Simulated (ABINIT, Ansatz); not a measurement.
# RbAsF6 (R-3): G0W0 with ABINIT, start to end, part 3 of 3

How does a plane-wave GW calculation on RbAsF6 (R-3) run from the first input to the gap?

ABINIT 10.8.3; PBEsol and many-body steps on it, plane waves. Known limits of the many-body steps: not at the basis limit; no spin-orbit coupling; coarse k mesh.

So far. Step 4 (Empty states on the mesh, 2×2×2 mesh, 103 bands): On this mesh the gap is 5.560 eV. Step 5 (Screening, 2×2×2 mesh, 95 bands, screening to 98 eV): Local fields lower ε∞ by 10 %. On a Γ-centred mesh this coarse the value itself is usually too large, while a short band sum pulls it down.

## 6. Self-energy, 2×2×2 mesh, 95 bands, screening to 98 eV

The self-energy is evaluated for the states that the input lists, and the levels follow from it, in one-shot runs by the linearised quasiparticle equation.

This step: G0W0 on PBEsol, plane waves, norm-conserving pseudopotentials.

run.abi

```
acell 3*1.0 Angstrom
rprim 
  3.717458802479 2.146275840312 2.475880428600
  -3.717458802479 2.146275840312 2.475880428600
  0.000000000000 -4.292551680625 2.475880428600
ntypat 3
znucl 37 33 9
natom 8
typat 1 2 3 3 3 3 3 3
xred 
  0.500000000000 0.500000000000 0.500000000000
  0.000000000000 0.000000000000 0.000000000000
  0.077414800000 0.712012140000 0.799611640000
  0.799611640000 0.077414800000 0.712012140000
  0.287987860000 0.200388360000 0.922585200000
  0.200388360000 0.922585200000 0.287987860000
  0.922585200000 0.287987860000 0.200388360000
  0.712012140000 0.799611640000 0.077414800000
pp_dirpath "pseudos"
pseudos "Rb.upf, As.upf, F.upf"
ecut 44
ngkpt 2 2 2
nshiftk 1
shiftk 0 0 0
kptopt 1
chksymbreak 0
istwfk *1
occopt 1
irdwfk 1
optdriver 4
nband 95
gwcalctyp 0
ecutsigx 44
symsigma 1
nkptgw 1
kptgw 
  0.0000000000 0.0000000000 0.0000000000
bdgw 
  35 39
ecuteps 3.6
irdscr 1
ppmodel 1
indata_prefix "in"
outdata_prefix "out"
tmpdata_prefix "tmp"
```

On the command line:

```
$ OMP_NUM_THREADS=1 mpirun -n 4 abinit run.abi > log
```

Numbers of over 12 decimals in the logs are rounded to 6 here.

Log:

```text
.Version 10.8.3 of ABINIT. v10.8.2 released Aug 2026.

 Symmetries : space group R-3 (#148); Bravais hR (rhombohedral)
[... echo of the input left out ...]
== DATASET  1 ==================================================================
-   mpi_nproc: 4, omp_nthreads: 1 (-1 if OMP is not activated)

--- !DatasetInfo
iteration_state: {dtset: 1, }
dimensions: {natom: 8, nkpt: 4, mband: 95, nsppol: 1, nspinor: 1, nspden: 1, mpw: 11192, }
cutoff_energies: {ecut:  44.0, pawecutdg:  -1.0, }
electrons: {nelect:   7.40000000E+01, charge:   0.00000000E+00, occopt:   1.00000000E+00, tsmear:   1.00000000E-02, }

 SIGMA: Calculation of the GW corrections

 Based on a program developped by R.W. Godby, V. Olevano, G. Onida, and L. Reining.
 Incorporated in ABINIT by V. Olevano, G.-M. Rignanese, and M. Torrent.
.Using double precision arithmetic ; gwpc =  8

[... cell and pseudopotentials left out ...]
--------------------------------------------------------------------------------

 ==== K-mesh for the wavefunctions ====
 Number of points in the irreducible wedge :     4
[... list of points left out ...]
 Together with  6 symmetry operations and time-reversal symmetry
 yields     8 points in the full Brillouin Zone.

 ==== Q-mesh for screening function ====
 Number of points in the irreducible wedge :     4
[... list of points left out ...]
 Together with  6 symmetry operations and time-reversal symmetry
 yields     8 points in the full Brillouin Zone.

 vcoul_init : cutoff-mode = AUXILIARY_FUNCTION
 q-points for optical limit:   1
     1)      0.000010    0.000020    0.000030
 setmesh: FFT mesh size selected  =    60x   60x   60
          total number of points  =       216000

 Number of electrons calculated from density =   74.0000; Expected =   74.0000
 average of density, n =  0.092517
 r_s =    1.3716
 omega_plasma =   29.3405 [eV]

 === KS Band Gaps ===
  >>>> For spin  1
   Minimum direct gap =   5.5600 [eV], located at k-point      :   0.0000  0.0000  0.0000
   Fundamental gap    =   5.5600 [eV], Top of valence bands at :   0.0000  0.0000  0.0000
                                       Bottom of conduction at :   0.0000  0.0000  0.0000
 SIGMA fundamental parameters:
 PLASMON POLE MODEL  1
 number of plane-waves for SigmaX                11113
 number of plane-waves for SigmaC and W            249
 number of plane-waves for wavefunctions         11113
 number of bands                                    95
 number of independent spin polarizations            1
 number of spinorial components                      1
 number of k-points in IBZ                           4
 number of q-points in IBZ                           4
 number of symmetry operations                       6
 number of k-points in BZ                            8
 number of q-points in BZ                            8
 number of frequencies for dSigma/dE                 9
 frequency step for dSigma/dE [eV]                0.25
 number of omega for Sigma on real axis              0
 max omega for Sigma on real axis  [eV]           0.00
 zcut for avoiding poles [eV]                     0.10

 EPSILON^-1 parameters (SCR file):
 dimension of the eps^-1 matrix on file            249
 dimension of the eps^-1 matrix used               249
 number of plane-waves for wavefunctions         11113
 number of bands                                    95
 number of q-points in IBZ                           4
 number of frequencies                               2
 number of real frequencies                          1
 number of imag frequencies                          1

 matrix elements of self-energy operator (all in [eV])

 Perturbative Calculation

--- !SelfEnergy_ee
iteration_state: {dtset: 1, }
kpoint     : [   0.000,    0.000,    0.000, ]
spin       : 1
KS_gap     :    5.560
QP_gap     :   10.585
Delta_QP_KS:    5.025
data: !SigmaeeData |
     Band     E0 <VxcDFT>   SigX SigC(E0)      Z dSigC/dE  Sig(E)    E-E0       E
       35  -2.284 -22.502 -30.362   5.208   0.820  -0.220 -24.676  -2.174  -4.458
       36  -2.284 -22.502 -30.362   5.208   0.820  -0.220 -24.676  -2.174  -4.458
       37  -1.940 -23.030 -30.913   5.290   0.819  -0.221 -25.154  -2.124  -4.064
       38   3.620 -18.495 -13.499  -1.674   0.873  -0.145 -15.594   2.900   6.521
       39   8.148 -12.268  -7.202  -2.344   0.889  -0.125  -9.847   2.421  10.569

== END DATASET(S) ==============================================================
================================================================================

 -outvars: echo values of variables after computation  --------
           etotal      0.0000000000E+00
            nband          95
             nkpt           4
          spgroup         148
 [... the other variables as echoed above ...]

 Calculation completed.
```

The job ended after 6.2 s (4 MPI ranks of Arm Neoverse V1, shared host; peak memory 0.94 GiB; 25 s of CPU time).

This step gave:

```yaml
g0w0_gap_on_the_points_computed: 10.59 eV
starting_gap_on_the_mesh: 5.560 eV
k_of_the_valence_top: 0, 0, 0
k_of_the_conduction_bottom: 0, 0, 0
z_at_the_valence_top: 0.819
z_at_the_conduction_bottom: 0.873
least_direct_g0w0_gap_on_the_computed_points: 10.59 eV
```

The gap on the mesh goes from 5.56 eV to 10.59 eV, a correction of +5.02 eV.

Limits: finite bands, cutoff and mesh; no spin-orbit coupling; coarse k mesh. v1 is the top filled band, c1 the lowest empty one. Levels before and after the correction, in eV, zero at the valence-band top of each column:

```tsv
	conduction bottom	valence top
Kohn-Sham	5.56	0.00
G0W0	10.59	0.00
```

```tsv
	level	energy (eV)
Kohn-Sham	Γ v3-v2	-0.344
Kohn-Sham	Γ v1	0.000
Kohn-Sham	Γ c1	5.560
Kohn-Sham	Γ c2	10.088
G0W0	Γ v3-v2	-0.394
G0W0	Γ v1	0.000
G0W0	Γ c1	10.585
G0W0	Γ c2	14.633
```

## 7. Where the time went

Times are wall times on 4 MPI ranks of Arm Neoverse V1, shared host, good to a factor of about two.

```tsv
step	time	share	memory (GiB)
ground state	2 min	38 %	0.54
bands along the symmetry lines	1.9 min	35 %	0.5
empty states on the mesh	44 s	14 %	0.45
screening	36 s	11 %	1.4
self-energy	6.2 s	2 %	0.94
```

## 8. Results

```json
{
 "PBEsol gap": "5.56 eV, direct",
 "G0W0 gap on the mesh": "10.59 eV",
 "GW settings": "2×2×2 mesh, 95 bands, screening to 98 eV, Godby-Needs plasmon pole",
 "known limits": "not at the basis limit; no spin-orbit coupling; coarse k mesh"
}
```

G0W0 moves the gap on the mesh from 5.56 eV to 10.59 eV (+5.02 eV), with Z of 0.82 and 0.87 at the edges. Local fields lower the RPA ε∞ on this mesh from 2.20 to 1.98; a Γ-centred mesh this coarse tends to raise both, most where the direct gap is narrow, while a short band sum lowers them. Only 1 of the mesh's irreducible points was corrected, so a valley elsewhere could overtake. Bands and cutoff are finite, so the gap is not at the basis limit. The miss can reach some tenths of an eV and take either sign; the mesh is an error of its own. In the G0W0 run levels were corrected at 1 k point alone, so a gap called «on the mesh» is the least over those, and an edge elsewhere would be missed. The 2×2×2 mesh is coarse for this cell, which bears on the long-range parts of exchange and screening. The many-body steps are scalar-relativistic: spin-orbit coupling is not in them.

[Paths, hosts, dates, memory and timing lines, banners, echoed tables and standing remarks are left out of the program output.]

[Logs are printed without paths, hosts, clocks, repeated set-up lines and the standing remarks that a program may print on its own settings, such as how far it seeks lower states.]

[Runs of the session that timed out or met a known fault of the program may be left out.]

[Hosts, paths, dates, database ids (printed as entryN), source tags and the programs' standing remarks are cut or masked in the printed files.]

[G0W0 gaps are taken among the corrected bands and points alone; a level outside them can change the order at an edge.]

[Where Ansatz stands beside ABINIT at settings called matched, ABINIT's density can come from a denser mesh and the files from another edition; pairs whose starting gaps differed by over 0.03 eV were left out, so agreement reads better than it is.]
